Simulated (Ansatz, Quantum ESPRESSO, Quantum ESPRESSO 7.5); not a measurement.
# Ballistic transmission: Sn chain with one bond drawn out by 2.0 Å

Wanted: the transmission near the Fermi level and the conductance of this junction: Sn chain with one bond drawn out by 2.0 Å.

Program: Quantum ESPRESSO 7.5. Level of theory: plane-wave DFT, PBE, GBRV ultrasoft pseudopotentials (cross-check by Ansatz 0.2.0 with PAW datasets). Results are calculated unless marked as measured.

## Step 1: Set-up

The cell holds 10 atoms: 10 Sn. Cell: a = 7.500 Å, b = 7.500 Å, c = 29.500 Å, α = 90.0°, β = 90.0°, γ = 90.0°. Regions: left lead, 5 atoms (5 Sn); right lead, 5 atoms (5 Sn). Vacuum lies along a and b. The structure is stacked along c, and the current runs across the ab planes.

Structure file:

```cif
data_structure
_symmetry_space_group_name_H-M 'P 1'
_symmetry_Int_Tables_number 1
_cell_length_a 7.5000
_cell_length_b 7.5000
_cell_length_c 29.5000
_cell_angle_alpha 90.000
_cell_angle_beta 90.000
_cell_angle_gamma 90.000
_cell_volume 1659.38
loop_
_atom_site_label
_atom_site_type_symbol
_atom_site_fract_x
_atom_site_fract_y
_atom_site_fract_z
_atom_site_occupancy
Sn1 Sn 0.50000 0.50000 0.00000 1
Sn2 Sn 0.50000 0.50000 0.09322 1
Sn3 Sn 0.50000 0.50000 0.18644 1
Sn4 Sn 0.50000 0.50000 0.27966 1
Sn5 Sn 0.50000 0.50000 0.37288 1
Sn6 Sn 0.50000 0.50000 0.53390 1
Sn7 Sn 0.50000 0.50000 0.62712 1
Sn8 Sn 0.50000 0.50000 0.72034 1
Sn9 Sn 0.50000 0.50000 0.81356 1
Sn10 Sn 0.50000 0.50000 0.90678 1
```

## Step 2: SCF with pw.x

One periodic cell holds a stretch of lead, the junction and more lead; the atoms stay as built.

The input, scf.in:

```
&control
  prefix = 'scf'
  outdir = './out'
  pseudo_dir = './pseudo'
  calculation = 'scf'
  tprnfor = .true.
/
&system
  ibrav = 0
  nat = 10
  ntyp = 1
  ecutwfc = 34
  ecutrho = 170
  occupations = 'smearing'
  smearing = 'mv'
  degauss = 0.01
/
&electrons
  conv_thr = 1e-07
  mixing_beta = 0.25
  electron_maxstep = 120
  mixing_mode = 'local-TF'
/
ATOMIC_SPECIES
  Sn  118.7100  sn_pbe_v1.4.uspp.F.UPF
CELL_PARAMETERS angstrom
  7.50000000000000 0.00000000000000 0.00000000000000
  0.00000000000000 7.50000000000000 0.00000000000000
  0.00000000000000 0.00000000000000 29.50000000000000
ATOMIC_POSITIONS crystal
  Sn  0.500000000000 0.500000000000 0.000000000000
  Sn  0.500000000000 0.500000000000 0.093220338983
  Sn  0.500000000000 0.500000000000 0.186440677966
  Sn  0.500000000000 0.500000000000 0.279661016949
  Sn  0.500000000000 0.500000000000 0.372881355932
  Sn  0.500000000000 0.500000000000 0.533898305085
  Sn  0.500000000000 0.500000000000 0.627118644068
  Sn  0.500000000000 0.500000000000 0.720338983051
  Sn  0.500000000000 0.500000000000 0.813559322034
  Sn  0.500000000000 0.500000000000 0.906779661017
K_POINTS automatic
  1 1 3 0 0 0
```

Command:

```bash
OMP_NUM_THREADS=1 mpirun -n 4 pw.x -nk 1 -in scf.in > scf.out
```

Log:

```text
Program PWSCF v.7.5 starts
[citation notice left out]

     Parallel version (MPI & OpenMP), running on       4 processor cores
     Number of MPI processes:                 4
     Threads/MPI process:                     1

     MPI processes distributed on     1 nodes
[...]
Current dimensions of program PWSCF are:
     Max number of different atomic species (ntypx) = 10
     Max number of k-points (npk) =  40000
     Max angular momentum in pseudopotentials (lmaxx) =  4
     Message from routine setup:
     using ibrav=0 with symmetry is DISCOURAGED, use correct ibrav instead

     R & G space division:  proc/nbgrp/npool/nimage =       4
     Subspace diagonalization in iterative solution of the eigenvalue problem:
     a serial algorithm will be used

     Parallelization info
     --------------------
     sticks:   dense  smooth     PW     G-vecs:    dense   smooth      PW
     Min         677     544    138               104757    74974    9566
     Max         678     545    139               104780    74987    9575
     Sum        2709    2177    553               419059   299919   38281

     Using Slab Decomposition

     bravais-lattice index     =            0
     lattice parameter (alat)  =      14.1729  a.u.
     unit-cell volume          =   11198.0176 (a.u.)^3
     number of atoms/cell      =           10
     number of atomic types    =            1
     number of electrons       =       140.00
     number of Kohn-Sham states=           84
     kinetic-energy cutoff     =      34.0000  Ry
     charge density cutoff     =     170.0000  Ry
     scf convergence threshold =      1.0E-07
     mixing beta               =       0.2500
     number of iterations used =            8  local-TF  mixing
     Exchange-correlation=  SLA  PW   PBX  PBC
                           (   1   4   3   4   0   0   0)

     celldm(1)=  14.172946  celldm(2)=   0.000000  celldm(3)=   0.000000
     celldm(4)=   0.000000  celldm(5)=   0.000000  celldm(6)=   0.000000

     crystal axes: (cart. coord. in units of alat)
               a(1) = (   1.000000   0.000000   0.000000 )
               a(2) = (   0.000000   1.000000   0.000000 )
               a(3) = (   0.000000   0.000000   3.933333 )

     reciprocal axes: (cart. coord. in units 2 pi/alat)
               b(1) = (  1.000000  0.000000  0.000000 )
               b(2) = (  0.000000  1.000000  0.000000 )
               b(3) = (  0.000000  0.000000  0.254237 )

     PseudoPot. # 1 for Sn read from file:
     ./pseudo/sn_pbe_v1.4.uspp.F.UPF
     Pseudo is Ultrasoft + core correction, Zval = 14.0
     Generated by new atomic code, or converted to UPF format
     Using radial grid of  891 points,  6 beta functions with:
                l(1) =   0
                l(2) =   0
                l(3) =   1
                l(4) =   1
                l(5) =   2
                l(6) =   2
     Q(r) pseudized with  8 coefficients,  rinner =    1.350   1.350   1.350
                                                       1.350   1.350

     atomic species   valence    mass     pseudopotential
     Sn               14.00   118.71000     Sn( 1.00)

      8 Sym. Ops. (no inversion) found

   Cartesian axes

     site n.     atom                  positions (alat units)
         1        Sn     tau(   1) = (   0.5000000   0.5000000   0.0000000  )
         2        Sn     tau(   2) = (   0.5000000   0.5000000   0.3666667  )
         3        Sn     tau(   3) = (   0.5000000   0.5000000   0.7333333  )
         4        Sn     tau(   4) = (   0.5000000   0.5000000   1.1000000  )
         5        Sn     tau(   5) = (   0.5000000   0.5000000   1.4666667  )
         6        Sn     tau(   6) = (   0.5000000   0.5000000   2.1000000  )
         7        Sn     tau(   7) = (   0.5000000   0.5000000   2.4666667  )
         8        Sn     tau(   8) = (   0.5000000   0.5000000   2.8333333  )
         9        Sn     tau(   9) = (   0.5000000   0.5000000   3.2000000  )
        10        Sn     tau(  10) = (   0.5000000   0.5000000   3.5666667  )

     number of k points=     2  Marzari-Vanderbilt smearing, width (Ry)=  0.0100
                       cart. coord. in units 2pi/alat
        k(    1) = (   0.0000000   0.0000000   0.0000000), wk =   0.6666667
        k(    2) = (   0.0000000   0.0000000   0.0847458), wk =   1.3333333

     Dense  grid:   419059 G-vectors     FFT dimensions: (  60,  60, 240)

     Smooth grid:   299919 G-vectors     FFT dimensions: (  54,  54, 216)

     Estimated max dynamical RAM per process >     463.91 MB

     Estimated total dynamical RAM >       1.81 GB

     Initial potential from superposition of free atoms

     starting charge     129.9995, renormalised to     140.0000

     negative rho (up, down):  1.624E-04 0.000E+00
     Starting wfcs are   90 randomized atomic wfcs

     total cpu time spent up to now is        2.4 secs

     per-process dynamical memory:   124.9 Mb

     Self-consistent Calculation

     iteration #  1     ecut=    34.00 Ry     beta= 0.25
     Davidson diagonalization with overlap
     ethr =  1.00E-02,  avg # of iterations =  3.0

     negative rho (up, down):  1.281E-01 0.000E+00

     total cpu time spent up to now is        9.6 secs

     total energy              =   -1595.33987619 Ry
     estimated scf accuracy    <      10.68998115 Ry

     iteration #  2     ecut=    34.00 Ry     beta= 0.25
[...]
negative rho (up, down):  2.910E+00 0.000E+00

[...]
total energy              =   -1588.83776721 Ry
     estimated scf accuracy    <       9.52533467 Ry

     iteration #  3     ecut=    34.00 Ry     beta= 0.25
[...]
negative rho (up, down):  1.160E+00 0.000E+00

[...]
total energy              =   -1586.76916131 Ry
     estimated scf accuracy    <      26.91716670 Ry

     iteration #  4     ecut=    34.00 Ry     beta= 0.25
[...]
negative rho (up, down):  7.089E-01 0.000E+00

[...]
total energy              =   -1591.11935617 Ry
     estimated scf accuracy    <       0.86754234 Ry

     iteration #  5     ecut=    34.00 Ry     beta= 0.25
[...]
negative rho (up, down):  5.032E-01 0.000E+00

[...]
total energy              =   -1591.94368274 Ry
     estimated scf accuracy    <       0.90478890 Ry

     iteration #  6     ecut=    34.00 Ry     beta= 0.25
[...]
negative rho (up, down):  4.265E-01 0.000E+00

[...]
total energy              =   -1591.84971789 Ry
     estimated scf accuracy    <       1.63602140 Ry

     iteration #  7     ecut=    34.00 Ry     beta= 0.25
[...]
negative rho (up, down):  2.684E-01 0.000E+00

[...]
total energy              =   -1591.21896630 Ry
     estimated scf accuracy    <       1.28425675 Ry

     iteration #  8     ecut=    34.00 Ry     beta= 0.25
[...]
negative rho (up, down):  1.840E-01 0.000E+00

[...]
total energy              =   -1591.28096506 Ry
     estimated scf accuracy    <       0.19133094 Ry

     iteration #  9     ecut=    34.00 Ry     beta= 0.25
[...]
negative rho (up, down):  1.245E-01 0.000E+00

[...]
total energy              =   -1591.28622600 Ry
     estimated scf accuracy    <       0.06138552 Ry

     iteration # 10     ecut=    34.00 Ry     beta= 0.25
[...]
negative rho (up, down):  1.596E-02 0.000E+00

[...]
total energy              =   -1591.27067206 Ry
     estimated scf accuracy    <       0.03150682 Ry

     iteration # 11     ecut=    34.00 Ry     beta= 0.25
[...]
negative rho (up, down):  7.547E-03 0.000E+00

[...]
total energy              =   -1591.26943002 Ry
     estimated scf accuracy    <       0.00503368 Ry

     iteration # 12     ecut=    34.00 Ry     beta= 0.25
[...]
negative rho (up, down):  3.742E-03 0.000E+00

[...]
total energy              =   -1591.27205766 Ry
     estimated scf accuracy    <       0.00051893 Ry

     iteration # 13     ecut=    34.00 Ry     beta= 0.25
[...]
negative rho (up, down):  2.924E-03 0.000E+00

[...]
total energy              =   -1591.27232908 Ry
     estimated scf accuracy    <       0.00006921 Ry

     iteration # 14     ecut=    34.00 Ry     beta= 0.25
[...]
negative rho (up, down):  4.764E-05 0.000E+00

[...]
total energy              =   -1591.27227901 Ry
     estimated scf accuracy    <       0.00004560 Ry

     iteration # 15     ecut=    34.00 Ry     beta= 0.25
[...]
negative rho (up, down):  1.852E-08 0.000E+00

[...]
total energy              =   -1591.27229184 Ry
     estimated scf accuracy    <       0.00003789 Ry

     iteration # 16     ecut=    34.00 Ry     beta= 0.25
[...]
negative rho (up, down):  1.597E-08 0.000E+00

[...]
total energy              =   -1591.27227481 Ry
     estimated scf accuracy    <       0.00005159 Ry

     iteration # 17     ecut=    34.00 Ry     beta= 0.25
[...]
negative rho (up, down):  2.246E-07 0.000E+00

[...]
total energy              =   -1591.27227469 Ry
     estimated scf accuracy    <       0.00001455 Ry

     iteration # 18     ecut=    34.00 Ry     beta= 0.25
[...]
negative rho (up, down):  1.475E-06 0.000E+00

[...]
total energy              =   -1591.27227932 Ry
     estimated scf accuracy    <       0.00000094 Ry

     iteration # 19     ecut=    34.00 Ry     beta= 0.25
[...]
negative rho (up, down):  2.390E-06 0.000E+00

[...]
total energy              =   -1591.27228023 Ry
     estimated scf accuracy    <       0.00000065 Ry

     iteration # 20     ecut=    34.00 Ry     beta= 0.25
[...]
negative rho (up, down):  3.473E-06 0.000E+00

[...]
total energy              =   -1591.27228042 Ry
     estimated scf accuracy    <       0.00000028 Ry

     iteration # 21     ecut=    34.00 Ry     beta= 0.25
[...]
negative rho (up, down):  4.623E-06 0.000E+00

[...]
End of self-consistent calculation

          k = 0.0000 0.0000 0.0000 ( 37463 PWs)   bands (ev):

   -23.6068 -23.5555 -23.4983 -23.4442 -23.4195 -23.4192 -23.4192 -23.4185
   -23.3902 -23.3902 -23.3898 -23.3898 -23.3706 -23.2970 -23.2970 -23.2834
   -23.2834 -23.2544 -23.2543 -23.2538 -23.2538 -23.2406 -23.2406 -23.2003
   -23.1548 -23.1539 -23.1435 -23.1435 -23.1376 -23.1374 -23.0803 -23.0798
   -23.0798 -23.0797 -23.0455 -23.0455 -23.0082 -23.0045 -23.0045 -22.8926
   -22.8925 -22.8922 -22.8921 -22.8831 -22.8597 -22.8597 -22.8595 -22.8595
   -22.7830 -22.7712 -10.1479  -9.9978  -9.7648  -9.4382  -9.1120  -8.5714
    -7.9527  -7.1647  -6.3980  -5.4883  -4.1144  -2.9216  -2.6193  -2.6193
    -2.4648  -2.4648  -2.2448  -2.2448  -2.0040  -1.9053  -1.9053  -1.6082
    -1.6082  -1.0540  -1.0540  -0.5352  -0.5352  -0.3568   0.1478   0.1478
     0.4845   0.6391   0.6391   1.1632

          k = 0.0000 0.0000 0.0847 ( 37500 PWs)   bands (ev):

   -23.6064 -23.5557 -23.4980 -23.4449 -23.4197 -23.4195 -23.4192 -23.4185
   -23.3901 -23.3901 -23.3900 -23.3900 -23.3702 -23.2974 -23.2974 -23.2834
   -23.2834 -23.2545 -23.2544 -23.2540 -23.2539 -23.2405 -23.2405 -23.2006
   -23.1549 -23.1540 -23.1435 -23.1435 -23.1378 -23.1375 -23.0805 -23.0800
   -23.0800 -23.0798 -23.0455 -23.0455 -23.0081 -23.0043 -23.0043 -22.8928
   -22.8926 -22.8923 -22.8923 -22.8832 -22.8596 -22.8596 -22.8594 -22.8594
   -22.7831 -22.7721 -10.1475  -9.9998  -9.7594  -9.4500  -9.0953  -8.5914
    -7.9261  -7.2029  -6.3456  -5.5429  -4.0262  -3.0881  -2.6176  -2.6176
    -2.4724  -2.4724  -2.2265  -2.2265  -1.9399  -1.9399  -1.7772  -1.5648
    -1.5648  -1.1008  -1.1008  -0.6751  -0.4794  -0.4794   0.0814   0.0814
     0.7009   0.7009   1.1354   1.1355

     the Fermi energy is    -1.8563 ev

!    total energy              =   -1591.27228038 Ry
     estimated scf accuracy    <       0.00000007 Ry
     smearing contrib. (-TS)   =      -0.00259414 Ry
     internal energy E=F+TS    =   -1591.26968623 Ry

     The total energy is F=E-TS. E is the sum of the following terms:
     one-electron contribution =   -1792.04222372 Ry
     hartree contribution      =     934.02526788 Ry
     xc contribution           =    -428.52379335 Ry
     ewald contribution        =    -304.72893705 Ry

     convergence has been achieved in  21 iterations

     negative rho (up, down):  4.623E-06 0.000E+00

     Forces acting on atoms (cartesian axes, Ry/au):

     atom    1 type  1   force =     0.00000000    0.00000000    0.00827882
     atom    2 type  1   force =     0.00000000    0.00000000   -0.00586923
     atom    3 type  1   force =     0.00000000    0.00000000    0.01337546
     atom    4 type  1   force =     0.00000000    0.00000000    0.01383066
     atom    5 type  1   force =     0.00000000    0.00000000   -0.01754820
     atom    6 type  1   force =     0.00000000    0.00000000    0.01753668
     atom    7 type  1   force =     0.00000000    0.00000000   -0.01382922
     atom    8 type  1   force =     0.00000000    0.00000000   -0.01336355
     atom    9 type  1   force =     0.00000000    0.00000000    0.00586125
     atom   10 type  1   force =     0.00000000    0.00000000   -0.00827267

     Total force =     0.039513     Total SCF correction =     0.000551

[...]
=------------------------------------------------------------------------------=
   JOB DONE.
=------------------------------------------------------------------------------=
```

Run time: 2.3 min. Hardware: 4 MPI ranks of Arm Neoverse V1, shared host; peak memory 1.8 GiB.

This step gave:

| Quantity | Value |
| --- | --- |
| free energy | -21650.3623 eV |
| Fermi energy | -1.856 eV |

The program's own clock; routines nest. Time by routine:

| routine | wall time (s) | calls |
| --- | --- | --- |
| PWSCF | 135.3 | 1 |
| electrons | 131.6 | 1 |
| c_bands | 87.12 | 21 |
| cegterg | 85.7 | 42 |
| h_psi | 57.16 | 157 |
| fftw | 48.86 | 22162 |
| vloc_psi | 44.43 | 157 |
| sum_band | 20.35 | 21 |
| mix_rho | 13.78 | 21 |
| calbec | 8.95 | 207 |
| newd | 8.69 | 22 |
| ffts | 8.66 | 2497 |
| h_psi:calbec | 6.19 | 157 |
| add_vuspsi | 6.08 | 157 |

The run needed 21 iterations to bring the estimated error under 1e-07 Ry; the largest force on any atom, held or free, is 0.45 eV/Å.

[end of part 1 of 4]

[Logs are printed without paths, hosts, clocks, repeated set-up lines and the standing remarks that a program may print on its own settings, such as how far it seeks lower states.]

[Hosts, paths, dates, database ids (printed as entryN), source tags and the programs' standing remarks are cut or masked in the printed files.]

[Maps of the electrostatic potential energy from Ansatz leave out the sawtooth potential of an applied field or a dipole correction, so their vacuum need not be flat; planar profiles and work functions include it.]
